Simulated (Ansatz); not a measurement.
System: Cd5B3O9F (Cm).

```yaml
crystal:
  lattice:
    - [4.02850, -7.98300, 0.00000]
    - [4.02850, 7.98300, 0.00000]
    - [-0.60212, 0.00000, 3.39400]
  atoms:
    - { symbol: Cd, position: [0.24630, 0.24630, 0.78998] }
    - { symbol: Cd, position: [0.97243, 0.73504, 0.07448] }
    - { symbol: Cd, position: [0.73504, 0.97243, 0.07448] }
    - { symbol: Cd, position: [0.65184, 0.29856, 0.41746] }
    - { symbol: Cd, position: [0.29856, 0.65184, 0.41746] }
    - { symbol: B, position: [0.95952, 0.35330, 0.83393] }
    - { symbol: B, position: [0.35330, 0.95952, 0.83393] }
    - { symbol: B, position: [0.59705, 0.59705, 0.46603] }
    - { symbol: O, position: [0.89575, 0.44066, 0.03022] }
    - { symbol: O, position: [0.44066, 0.89575, 0.03022] }
    - { symbol: O, position: [0.75862, 0.60796, 0.51212] }
    - { symbol: O, position: [0.60796, 0.75862, 0.51212] }
    - { symbol: O, position: [0.15087, 0.43980, 0.85046] }
    - { symbol: O, position: [0.43980, 0.15087, 0.85046] }
    - { symbol: O, position: [0.42456, 0.42456, 0.37158] }
    - { symbol: O, position: [0.82581, 0.17399, 0.62715] }
    - { symbol: O, position: [0.17399, 0.82581, 0.62715] }
    - { symbol: F, position: [0.04037, 0.04037, 0.18487] }
```

Geometry: measured cell, ions relaxed with PBE. The runs that relaxed it are not among those shown.

Gaps computed with Ansatz 0.2.0 without a self-energy: PBE 1.73 eV, PBE+SOC 1.73 eV, r2SCAN 2.22 eV and HSE06 3.36 eV.

What gap should G0W0 on PBE give (2×2×4 mesh, 1098 empty bands, screening to 170 eV, PAW set soft_1 files)?

About 3.24 eV: on its mesh the run moves the gap from 1.75 eV by +1.51 eV, and the mesh misses the edges by 0.01 eV. Among the scalar-relativistic levels given, HSE06 is nearest (+0.12 eV). Bands and cutoff are finite, so the gap is not at the basis limit. The miss can reach some tenths of an eV and take either sign; the mesh is an error of its own. The 2×2×4 mesh is coarse for this cell (its supercell is 14 Å along the shortest edge). The RPA ε∞ on it, from the PBE start, is 3.40, 3.65 and 3.77; such meshes misread the long-range screening, most where the gap is narrow. A d shell, filled or nearly so, lies near the gap. One-shot GW converges very slowly in bands there, not always from below, and on a semilocal start the gap tends to come out low; starts rich in exact exchange can overshoot instead. The many-body steps are scalar-relativistic: spin-orbit coupling is not in them.

[Paths, hosts, dates, memory and timing lines, banners, echoed tables and standing remarks are left out of the program output.]

[Logs are printed without paths, hosts, clocks, repeated set-up lines and the standing remarks that a program may print on its own settings, such as how far it seeks lower states.]

[Runs of the session that timed out or met a known fault of the program may be left out.]

[Cells called generated may have been cut or substituted from an entry of the Crystallography Open Database or the Materials Project.]

[Hosts, paths, dates, database ids (printed as entryN), source tags and the programs' standing remarks are cut or masked in the printed files.]
